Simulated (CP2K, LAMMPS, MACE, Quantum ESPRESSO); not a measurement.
**Amorphous carbon (80 atoms) in motion: DFT against a learned potential**

Aim: short dynamics of amorphous carbon (80 atoms) at a target of 300 K with CP2K double zeta and MACE MPA-0 medium, compared in temperature, motion and structure.

All numbers are calculated, not measured.

## 1. Set-up

The cell holds 80 atoms (80 C), with edges of 8.31, 8.31 and 8.31 Å. Recipe: 80 atoms (80 C) placed at random at 2.78 g/cm³, melted at 5500 K for 10 ps at fixed volume with the Tersoff potential (Tersoff, Phys. Rev. B 39, 5566 (1989)). Quenched from 5500 K to 100 K at 10 K/ps and fixed volume, held 5 ps.

## 2. Inputs

CP2K 2026.2: Kohn-Sham DFT, PBE, GTH-PBE pseudopotentials, Gaussian and plane waves, DZVP-MOLOPT-SR-GTH, diagonalisation. Its input for the dynamics:

```
&GLOBAL
  PROJECT cell
  RUN_TYPE MD
  PRINT_LEVEL LOW
&END GLOBAL
&MOTION
  &MD
    ENSEMBLE NVT
    STEPS 177
    TIMESTEP 1.0
    TEMPERATURE 300
    &THERMOSTAT
      TYPE CSVR
      &CSVR
        TIMECON 100
      &END CSVR
    &END THERMOSTAT
  &END MD
  &PRINT
    &TRAJECTORY
    &END TRAJECTORY
    &FORCES ON
    &END FORCES
    &RESTART OFF
    &END RESTART
    &RESTART_HISTORY OFF
    &END RESTART_HISTORY
  &END PRINT
&END MOTION
&FORCE_EVAL
  METHOD QS
  &DFT
    BASIS_SET_FILE_NAME BASIS_MOLOPT
    POTENTIAL_FILE_NAME GTH_POTENTIALS
    &MGRID
      CUTOFF 360
      REL_CUTOFF 50
    &END MGRID
    &QS
      EPS_DEFAULT 1.0E-11
      EXTRAPOLATION ASPC
    &END QS
    &SCF
      SCF_GUESS ATOMIC
      EPS_SCF 5.0E-06
      MAX_SCF 150
      ADDED_MOS 26
      &DIAGONALIZATION
        ALGORITHM STANDARD
      &END DIAGONALIZATION
      &SMEAR ON
        METHOD FERMI_DIRAC
        ELECTRONIC_TEMPERATURE [K] 580
      &END SMEAR
      &MIXING
        METHOD BROYDEN_MIXING
        ALPHA 0.15
        NBROYDEN 12
      &END MIXING
      &PRINT
        &RESTART OFF
        &END RESTART
        &PROGRAM_RUN_INFO
          &EACH
            MD 20
          &END EACH
        &END PROGRAM_RUN_INFO
      &END PRINT
    &END SCF
    &XC
      &XC_FUNCTIONAL PBE
      &END XC_FUNCTIONAL
    &END XC
    &PRINT
      &MULLIKEN OFF
      &END MULLIKEN
    &END PRINT
  &END DFT
  &SUBSYS
    &CELL
      A 8.30850 0.00000 0.00000
      B 0.00000 8.30850 0.00000
      C 0.00000 0.00000 8.30850
    &END CELL
    &TOPOLOGY
      COORD_FILE_NAME structure.xyz
      COORD_FILE_FORMAT XYZ
    &END TOPOLOGY
    &KIND C
      BASIS_SET DZVP-MOLOPT-SR-GTH-q4
      POTENTIAL GTH-PBE-q4
    &END KIND
  &END SUBSYS
&END FORCE_EVAL
```

It took 2.5 h on 4 MPI ranks of Arm Neoverse V1, shared host; peak memory 1.7 GiB.

MACE MPA-0 medium: machine-learned interatomic potential MACE MPA-0 medium, trained on PBE(+U) plane-wave data. Its input for the dynamics:

```
import numpy as np
from ase.io import read
from ase import units
from ase.md.langevin import Langevin
from ase.md.velocitydistribution import MaxwellBoltzmannDistribution
import mlip  # loads the published weights by name

atoms = read("structure.xyz")
atoms.calc = mlip.calc("mace-mpa-0-medium")
MaxwellBoltzmannDistribution(atoms, temperature_K=300, rng=np.random.default_rng(7))
dyn = Langevin(atoms, 1.0 * units.fs, temperature_K=300, friction=0.01 / units.fs, trajectory="path.traj", logfile="-", rng=np.random.default_rng(7 + 1000))
dyn.run(177)
print("finished")
```

Wall time 8.3 min (4 threads of Arm Neoverse V1, shared host); peak memory 1.5 GiB.

Plane waves (Quantum ESPRESSO, PBE; plane waves, SSSP efficiency, 45/360 Ry; k-points Γ) solve the start and the last frame of CP2K double zeta; at the start the r.m.s. force component is 1.4 eV/Å.

## 3. The runs over their common span

Both are read over the first 177 fs; means are over the second half of that span, and energies are each method's own, less its value at the start. CPU times are for whole runs on a shared host and are rough.

| method | thermostat | time step (fs) | whole run (fs) | mean T (K) | r.m.s. swing (K) | mean potential energy (meV/atom) | last quarter less third (meV/atom) | CPU time |
| --- | --- | --- | --- | --- | --- | --- | --- | --- |
| CP2K double zeta | CSVR | 1 | 177 | 565 | 59 | -83.4 | -3.5 | 10 h |
| MACE MPA-0 medium | Langevin | 1 | 177 | 369 | 27 | -49.4 | -8.8 | 9.1 min |

Sampled along the way:

| time (fs) | T (K), CP2K double zeta | E (meV/atom), CP2K double zeta | T (K), MACE MPA-0 medium | E (meV/atom), MACE MPA-0 medium |
| --- | --- | --- | --- | --- |
| 0 | 300 | 0.0 | 248 | 0.0 |
| 29 | 726 | -64.2 | 472 | -30.1 |
| 59 | 589 | -61.8 | 419 | -36.0 |
| 88 | 539 | -68.3 | 396 | -41.1 |
| 118 | 520 | -74.4 | 367 | -45.8 |
| 147 | 486 | -73.9 | 347 | -53.0 |
| 177 | 480 | -84.6 | 381 | -58.0 |

## 4. Motion and local order

Mean square displacement from the start to 177 fs, in Å², with the drift of the whole cell taken off:

| method | C | farthest move (Å) |
| --- | --- | --- |
| CP2K double zeta | 0.089 | 0.91 |
| MACE MPA-0 medium | 0.030 | 0.37 |

Bonds by one set of cutoffs taken from the start, with their mean length; rows of the runs are means over 18 frames of the second half:

| geometry | C-C (under 1.85 Å) |
| --- | --- |
| start | 130 at 1.51 Å |
| CP2K double zeta | 134 at 1.52 Å |
| MACE MPA-0 medium | 132 at 1.51 Å |

## 5. The last frame, checked with plane waves

- energy less the start's, plane waves: -84.6 meV/atom
- energy less the start's, CP2K double zeta: -84.6 meV/atom
- r.m.s. force component, plane waves: 1.25 eV/Å
- r.m.s. difference of CP2K double zeta's forces: 0.037 eV/Å
- pressure, without the kinetic term: -4.76 GPa
- Kohn-Sham gap: 0.40 eV

## 6. What came out

Over the second half the temperature averages 565 K with CP2K double zeta and 369 K with MACE MPA-0 medium, for a target of 300 K; neither has settled on it. The potential energy stands -83 and -49 meV/atom from the start's, so both runs relax the start while they move. The energy still drifts late in the span (MACE MPA-0 medium -9 meV/atom), so these means aren't equilibrium values.

Atoms move farther with CP2K double zeta (0.09 against 0.03 Å² on average), which also ran hotter. The mean C-C bond is 1.52 Å with CP2K double zeta and 1.51 Å with MACE MPA-0 medium, and they count 134 and 132 such bonds, from 130 at the start. From start to last frame CP2K double zeta puts the energy change at -84.6 meV/atom and plane waves at -84.6; its forces there differ by 2.9 % of the plane-wave r.m.s. force.

**Limits.** A span of 0.18 ps shows vibrations and the first relaxation, not diffusion or slow rearrangement. The runs start with unlike random velocities and use unlike thermostats, so single moves aren't comparable, only averages. The quench rate of 10 K/ps is many orders above laboratory rates, so the cell is likely richer in defects and strain than a real sample. The reference samples only Γ, in a cell whose shortest periodic width is 8 Å. The plane-wave runs aren't exact: their cutoffs and mesh weren't converged further here. Where levels are smeared, the DFT runs use Fermi–Dirac occupations at 580 K (0.05 eV), and energies are free energies.

[Logs are printed without paths, hosts, clocks, repeated set-up lines and the standing remarks that a program may print on its own settings, such as how far it seeks lower states.]

[Hosts, paths, dates, database ids (printed as entryN), source tags and the programs' standing remarks are cut or masked in the printed files.]
